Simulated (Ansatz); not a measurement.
# How Ag(111) screens a field, part 2 of 2

Wanted: the response of a Ag(111) slab to a perpendicular field.

Ansatz 0.2.0; plane-wave DFT, LDA, Ansatz PAW.

So far. Step 8 (Atoms held, field -0.2 V/Å): The dipole is -0.139 e·Å.

## (9) Atoms held, field 0.4 V/Å

input.yaml reads:

```yaml
crystal:
  lattice:
    - [2.8920667351, 0.0, 0.0]
    - [1.4460333675, 2.504603262, 0.0]
    - [0.0, 0.0, 32.1681756059]
  atoms:
    - { symbol: Ag, position: [0.0, 0.0, 0.2797796216] }
    - { symbol: Ag, position: [0.3333333333, 0.3333333333, 0.3531864144] }
    - { symbol: Ag, position: [0.6666666667, 0.6666666667, 0.4265932072] }
    - { symbol: Ag, position: [0.0, 0.0, 0.5] }
    - { symbol: Ag, position: [0.3333333333, 0.3333333333, 0.5734067928] }
    - { symbol: Ag, position: [0.6666666667, 0.6666666667, 0.6468135856] }
    - { symbol: Ag, position: [0.0, 0.0, 0.7202203784] }
kpoints:
  mp_grid: { grid: [24, 24, 1] }
hamiltonian:
  xc: lda
scf:
  occupations: { method: fermi_dirac, width: 0.1 }
  convergence: { dr2_threshold: 1.0e-10 }
efield:
  axis: 3
  dipole_correction: true
  ramp_position: 0.97
  ramp_width: 0.06
  amplitude: 0.4
output:
  forces: true
  write_potential: true
  write_density: true
  volumetric_format: npy
  elf: true
```

Run with:

```bash
ansatz run input.yaml --threads 4 --pin off --max-ram 6144MiB --backend cpu --events-out ev --progress --plain --runs-dir out
```

Numbers of over 12 decimals in the logs are rounded to 6 here.

The log of the run:

```text
[...]
Crystal: 7 atoms, lattice volume = 233.010 Å³
Basis set: ecut = 420 eV, 4547 PW (Γ)
Bands: 80, of which v1, the nominal top of the filled ones, is band 67 counted from 1 (66 counted from 0)
Symmetry: 6 space group operations
k-points: 61 of 576 (time reversal used)
[...]
k-point 0: bands = [... 63 lower, 3.1058, 3.2986, 3.2986, 3.3951, 3.3951, 4.2904, 5.8728, 6.3723, ... 9 higher]
  k-point 1: bands = [... 63 lower, 3.1067, 3.2923, 3.2999, 3.3972, 3.3994, 4.4405, 5.9630, 6.4869, ... 9 higher]
  k-point 2: bands = [... 63 lower, 3.1088, 3.1927, 3.3035, 3.4031, 3.6742, 4.7630, 6.2112, 6.8057, ... 9 higher]
  k-point 60: bands = [... 63 lower, 9.4925, 9.5194, 9.5197, 9.7619, 9.9641, 9.9667, 10.4469, 10.4580, ... 9 higher]
[key lines of the parts left out:]
SCF converged after 12 iterations
Free energy (F): -52205.893874 eV
Fermi energy:    6.329929 eV
Dipole field:    D = 0.216492 V/Å  (p = 0.278775 e·Å, saw-weighted, corrected)
```

Run time: 40 s. Hardware: 4 threads of Intel Xeon Platinum 8375C at 2.90GHz (Ice Lake), shared host; peak memory 1.2 GiB.

Running mean over 2.361 Å of the planar mean, with the applied field; the ramp of the sawtooth is left out. Table of electron's electrostatic potential energy less the Fermi level by z:

z (Å), electron's electrostatic potential energy less the Fermi level (eV) and a bar from the least value:
```
        4       3.53 #######################
        5       3.92 ########################
        6       4.25 #########################
        7       3.70 ########################
        8      -1.93 ##########
        9      -5.51 #
       10      -5.70 
       11      -5.77 
       12      -5.77 
       13      -5.76 
       14      -5.76 
       15      -5.76 
       16      -5.76 
       17      -5.76 
       18      -5.76 
       19      -5.76 
       20      -5.77 
       21      -5.78 
       22      -5.71 
       23      -5.59 
       24      -2.94 #######
       25       3.57 #######################
       26       5.28 ############################
       27       5.76 #############################
       28       6.17 ##############################
```

The dipole is 0.279 e·Å.

## (10) The response

This step: plane-wave DFT, LDA, Ansatz PAW; screening of a field by a metal slab (Ansatz 0.2.0).

The dipoles give the slope, and the difference of two potentials shows where the field is screened.

Numbers from this step:

```
equivalent conductor thickness p/(ε₀AE)      : 17.40 Å
distance between the outer atoms             : 14.17 Å
inner field over outer field                 : -4.14e-4
image plane, upper face                      : 1.610 Å
induced electrons on the upper face over ε₀E : -1.001
image plane, lower face                      : 1.611 Å
induced electrons on the lower face over ε₀E : 1.001
```

The dipole of the cell by applied field:

```
applied field (V/Å)  dipole of the cell (e·Å)
             -0.200                    -0.139
             -0.100                   -0.0697
             -0.050                   -0.0348
              0.000                         0
              0.050                    0.0348
              0.100                    0.0697
              0.200                     0.139
              0.400                     0.279
```

Local field over the applied field, running mean. From the potentials at -0.05 and 0.05 V/Å; running mean over 2.361 Å. Table of local field over applied field by z:

```
z (Å)  local field over applied field
    5                           0.988
    6                           0.923
    7                           0.674
    8                           0.280
    9                          0.0250
   10                        -0.00106
   11                         0.00349
   12                        -0.00292
   13                         -7.3e-4
   14                         -7.2e-4
   15                         -4.4e-4
   16                         -4.3e-4
   17                         -4.0e-4
   18                         -7.5e-4
   19                         -5.9e-4
   20                        -0.00264
   21                         0.00231
   22                          6.1e-4
   23                         0.00861
   24                           0.221
   25                           0.608
   26                           0.899
   27                           0.983
```

Electrons, planar mean, per unit field. Table of induced electron density by z:

z (Å), induced electron density (e/Å³ per V/Å) and a bar from the least value:
```
      4.5    0.00002 ###############
      5.0    0.00006 ###############
      5.5    0.00017 ################
      6.0    0.00042 #################
      6.5    0.00098 ###################
      7.0    0.00202 #######################
      7.5    0.00336 #############################
      8.0    0.00366 ##############################
      8.5    0.00062 ##################
      9.0   -0.00011 ###############
      9.5   -0.00029 ##############
     10.0   -0.00024 ##############
     10.5    0.00035 #################
     11.0    0.00000 ###############
     11.5   -0.00002 ###############
     12.0   -0.00003 ###############
     12.5   -0.00002 ###############
     13.0    0.00004 ###############
     13.5   -0.00001 ###############
     14.0   -0.00002 ###############
     14.5    0.00000 ###############
     15.0    0.00000 ###############
     15.5    0.00000 ###############
     16.0    0.00000 ###############
     16.5    0.00000 ###############
     17.0    0.00000 ###############
     17.5    0.00000 ###############
     18.0    0.00001 ###############
     18.5    0.00000 ###############
     19.0   -0.00002 ###############
     19.5   -0.00001 ###############
     20.0    0.00003 ###############
     20.5    0.00010 ################
     21.0    0.00001 ###############
     21.5   -0.00033 ##############
     22.0    0.00000 ###############
     22.5    0.00038 #################
     23.0    0.00022 ################
     23.5   -0.00002 ###############
     24.0   -0.00298 ###
     24.5   -0.00370 
     25.0   -0.00247 #####
     25.5   -0.00127 ##########
     26.0   -0.00057 #############
     26.5   -0.00023 ##############
     27.0   -0.00009 ###############
     27.5   -0.00003 ###############
```

By hand: between -0.05 and 0.05 V/Å the dipole changes by 0.06965 e·Å, a slope of 0.6965 e·Å²/V. A perfect conductor of thickness t has p = ε₀AEt, so t = 180.95 × 0.6965 / 7.243 = 17.40 Å (e/ε₀ = 180.95 V·Å, A in Å²). Less the 14.17 Å between the outer atoms, and halved, that puts each image plane 1.62 Å out.

The induced dipole is that of a conductor 17.40 Å thick.

## (11) A changed input

This step: plane-wave DFT, LDA, Ansatz PAW (Ansatz 0.2.0).

A run with a changed input: it repeats the earlier run at 0.05 V/Å with kpoints.mp_grid.shift to [0.5, 0.5, 0.0], scf.lower_state_search to standard and scf.initial_density.chi_scale to 0.3.

Changes to input.yaml since step 9:

```diff
@@ -14,3 +14,3 @@
 kpoints:
-  mp_grid: { grid: [24, 24, 1] }
+  mp_grid: { grid: [24, 24, 1], shift: [0.5, 0.5, 0.0] }
 hamiltonian:
@@ -20,2 +20,4 @@
   convergence: { dr2_threshold: 1.0e-10 }
+  lower_state_search: standard
+  initial_density: { chi_scale: 0.3 }
 efield:
@@ -25,3 +27,3 @@
   ramp_width: 0.06
-  amplitude: 0.4
+  amplitude: 0.05
 output:
@@ -31,2 +33 @@
   volumetric_format: npy
-  elf: true
```

The log of the run:

```text
Warning: crystal.symmetry: narrowed to the stabiliser of the k-point mesh — unitary ops 6 → 2; excluded 4 operations that carry a point of the 24×24×1 mesh (shift [0.5, 0.5, 0]) off the mesh (the run samples exactly the mesh kpoints.mp_grid names, as under crystal.symmetry.detect: false, and its converged state has the mesh's symmetry, not the crystal's; ε∞, the Born charges and the force constants of a linear response (`dielectric:` by the response, `phonons.method: dfpt`) are averaged over those of the crystal's operations that the state keeps within a tolerance, where `mesh_tensors`, `unaveraged_element` or `gamma_mean_max_change_ev_ang2` stands beside them; [rest of the remark cut]
[...]
Crystal: 7 atoms, lattice volume = 233.010 Å³
Basis set: ecut = 420 eV, 4547 PW (Γ)
Bands: 80, of which v1, the nominal top of the filled ones, is band 67 counted from 1 (66 counted from 0)
Symmetry: 2 space group operations
k-points: 156 of 576 (time reversal used)
[...]
SCF iter   1: F=—  HF=-52208.429193 eV  |F-HF|=—  |Δ(HF+E_count)|=         —  Δρ=5.93e-2  dr2=1.27e1  ethr=3.10e-3  p=0.000 e·Å  D=4.49e-13 V/Å  ΔV_dip=-0.00 eV  dr2_dipole=3.36e0  V_vac-E_F(+/−)=5.79/4.31 eV  ⟨swp⟩=7.2  Hψ=49753  notcnv=0  defer=313
[...]
SCF iter  12: F=-52205.833472 eV  HF=-52205.833472 eV  |F-HF|=2.04e-10  |Δ(HF+E_count)|=  1.09e-10  Δρ=1.76e-7  dr2=6.28e-11  ethr=1.00e-12  p=0.035 e·Å  D=2.70e-2 V/Å  ΔV_dip=-0.87 eV  dr2_dipole=5.44e-12  V_vac-E_F(+/−)=5.16/4.55 eV  ⟨swp⟩=18.0  Hψ=82800  notcnv=0
SCF 1 converged in 12 iterations: F = -52205.833472 eV  dr2 = 6.28e-11
[...]
SCF converged after 12 iterations
Free energy (F): -52205.833472 eV
[...]
Internal energy: -52205.765968 eV  (E = F + TS)
E sigma→0 (E₀):  -52205.799720 eV
Entropy (-TS):   -0.067504 eV (-9.643 meV/atom)
Fermi energy:    6.329159 eV
Dipole field:    D = 0.027037 V/Å  (p = 0.034815 e·Å, saw-weighted, corrected)
Work function:   not extracted (applied field tilts the vacuum); planar V_es + V_field profile in the machine report
[...]
--- Forces (eV/Å), atoms counted from 1 ---
  atom   1  Ag     0.00016433     0.00009488     0.37783231
  atom   2  Ag     0.00039042     0.00022541    -0.00120758
  atom   3  Ag    -0.00047820    -0.00027609    -0.02276660
  atom   4  Ag    -0.00000074    -0.00000042     0.00006549
  atom   5  Ag     0.00048078     0.00027758     0.02317830
  atom   6  Ag    -0.00039482    -0.00022795     0.00277333
  atom   7  Ag    -0.00016200    -0.00009353    -0.37988013
  max |Σ_I F_I| component: 4.88e-6 eV/Å
--- Band table (eV; the first three rows and the last of 156) ---
  k-point 0: bands = [... 63 lower, 3.1216, 3.3087, 3.3285, 3.3767, 3.4068, 4.3442, 5.9156, 6.4040, ... 9 higher]
  k-point 1: bands = [... 63 lower, 3.1162, 3.2551, 3.3129, 3.4029, 3.4897, 4.5464, 6.0465, 6.5738, ... 9 higher]
  k-point 2: bands = [... 63 lower, 3.1130, 3.2203, 3.3127, 3.4099, 3.7771, 4.8834, 6.3234, 6.9359, ... 9 higher]
  k-point 155: bands = [... 63 lower, 6.2213, 6.6903, 7.1300, 7.4478, 7.6957, 7.8994, 7.9688, 10.0152, ... 9 higher]
```

Run time: 98 s. Hardware: 4 threads; peak memory 2 GiB.

This step gave:

```yaml
energy_at_zero_smearing: -52205.7997 eV
dipole_along_the_normal: 0.03482 e·Å
```

Force by atom:

```
atom  x (eV/Å)  y (eV/Å)  z (eV/Å)   size
 Ag1     0.000     0.000     0.378  0.378
 Ag2     0.000     0.000    -0.001  0.001
 Ag3     0.000     0.000    -0.023  0.023
 Ag4     0.000     0.000     0.000  0.000
 Ag5     0.000     0.000     0.023  0.023
 Ag6     0.000     0.000     0.003  0.003
 Ag7     0.000     0.000    -0.380  0.380
```

```
                     quantity  this run  earlier run  difference
dipole along the normal (e·Å)   0.03482      0.03483     -1.1e-5
```

The dipole moves by under 0.5 % or 5e-5 e·Å.

## (12) Varying the input

An input spoilt on purpose, to show how the run answers: it repeats the earlier run at 0.05 V/Å with efield.ramp_width from 0.06 to 0.9, and scf.max_iter set to 60.

Changes to input.yaml since step 11:

```diff
@@ -14,3 +14,3 @@
 kpoints:
-  mp_grid: { grid: [24, 24, 1], shift: [0.5, 0.5, 0.0] }
+  mp_grid: { grid: [24, 24, 1] }
 hamiltonian:
@@ -20,4 +20,3 @@
   convergence: { dr2_threshold: 1.0e-10 }
-  lower_state_search: standard
-  initial_density: { chi_scale: 0.3 }
+  max_iter: 60
 efield:
@@ -26,3 +25,3 @@
   ramp_position: 0.97
-  ramp_width: 0.06
+  ramp_width: 0.9
   amplitude: 0.05
```

The log of the run:

```text
Engine: ansatz 0.2.0, x86_64-unknown-linux-gnu
Pseudopotentials: kind: paw
Pseudopotential: Ag, paw, valence charge 19, recommended cutoff 420 eV (normal), Ag.paw.azcp
Functional definition: SPW92
  exchange = slater_x
  correlation = pw_c
Crystal: 7 atoms, lattice volume = 233.010 Å³
Basis set: ecut = 420 eV, 4547 PW (Γ)
Bands: 80, of which v1, the nominal top of the filled ones, is band 67 counted from 1 (66 counted from 0)
Symmetry: 6 space group operations
k-points: 61 of 576 (time reversal used)
Non-local potential: Ag, projectors of the file, l = 0: 3, l = 1: 2, l = 2: 2, l = 3: 1
PAW form: soft (Blöchl's): semilocal exchange-correlation on the pseudo side does not see the compensation charge
PAW frozen core: Ag, regenerated for the run's functional, and the local potential with it (the file was generated under x = pbe(κ = 0.804, μ = 0.219515), c = pbe(β = 0.066725))
PAW one-centre angular grid: Ag, 590 points (default); XC on 64 Gauss nodes
Initial density: superposition of atomic densities (neutral atoms: chi_scale 0, normalization atom, screened)
Initial wavefunctions: pseudopotential atomic-orbital guess
Functional: x = slater, c = lda
Error: efield: ion 0 (Ag) at fractional coordinate 0.2798 along the field axis lies inside the sawtooth ramp with 2 of the planes that the density is read on at each end, [0.9607, 0.8793] — the ramp must sit in vacuum (an ion there feels the fictitious reversed slope); set or move the ramp (efield.ramp_position / ramp_width) or move the geometry
```

The job ended after 0.48 s (4 threads; peak memory 0.66 GiB).

The program refused the input before any cycle.

The program's message: “Error: efield: ion 0 (Ag) at fractional coordinate 0.2798 along the field axis lies inside the sawtooth ramp with 2 of the planes that the density is read on at each end, [0.9607, 0.8793] — the ramp m …”

The fault put into the input: a ramp so wide that it reaches the atoms.

## (13) Outcome

| Property | Result |
| --- | --- |
| work function | 4.86 eV |
| image plane, upper face | 1.61 Å |
| induced electrons on the upper face over ε₀E | -1.00 |
| equivalent conductor thickness p/(ε₀AE) | 17.4 Å |
| inner field over outer field | -4.1e-4 |

The induced charge has its centre 1.61 Å outside the outermost atoms; this is the plane from which a capacitor's gap or an image potential counts. The equivalent conductor thickness exceeds the distance between the outer atoms by 3.23 Å, about the sum of the two image-plane distances. In the middle of the slab the field is screened to under 0.5 % of its outer value. The atoms are held at bulk positions with the tabulated experimental lattice constant.

[Logs are printed without paths, hosts, clocks, repeated set-up lines and the standing remarks that a program may print on its own settings, such as how far it seeks lower states.]

[Hosts, paths, dates, database ids (printed as entryN), source tags and the programs' standing remarks are cut or masked in the printed files.]

[Maps of the electrostatic potential energy from Ansatz leave out the sawtooth potential of an applied field or a dipole correction, so their vacuum need not be flat; planar profiles and work functions include it.]
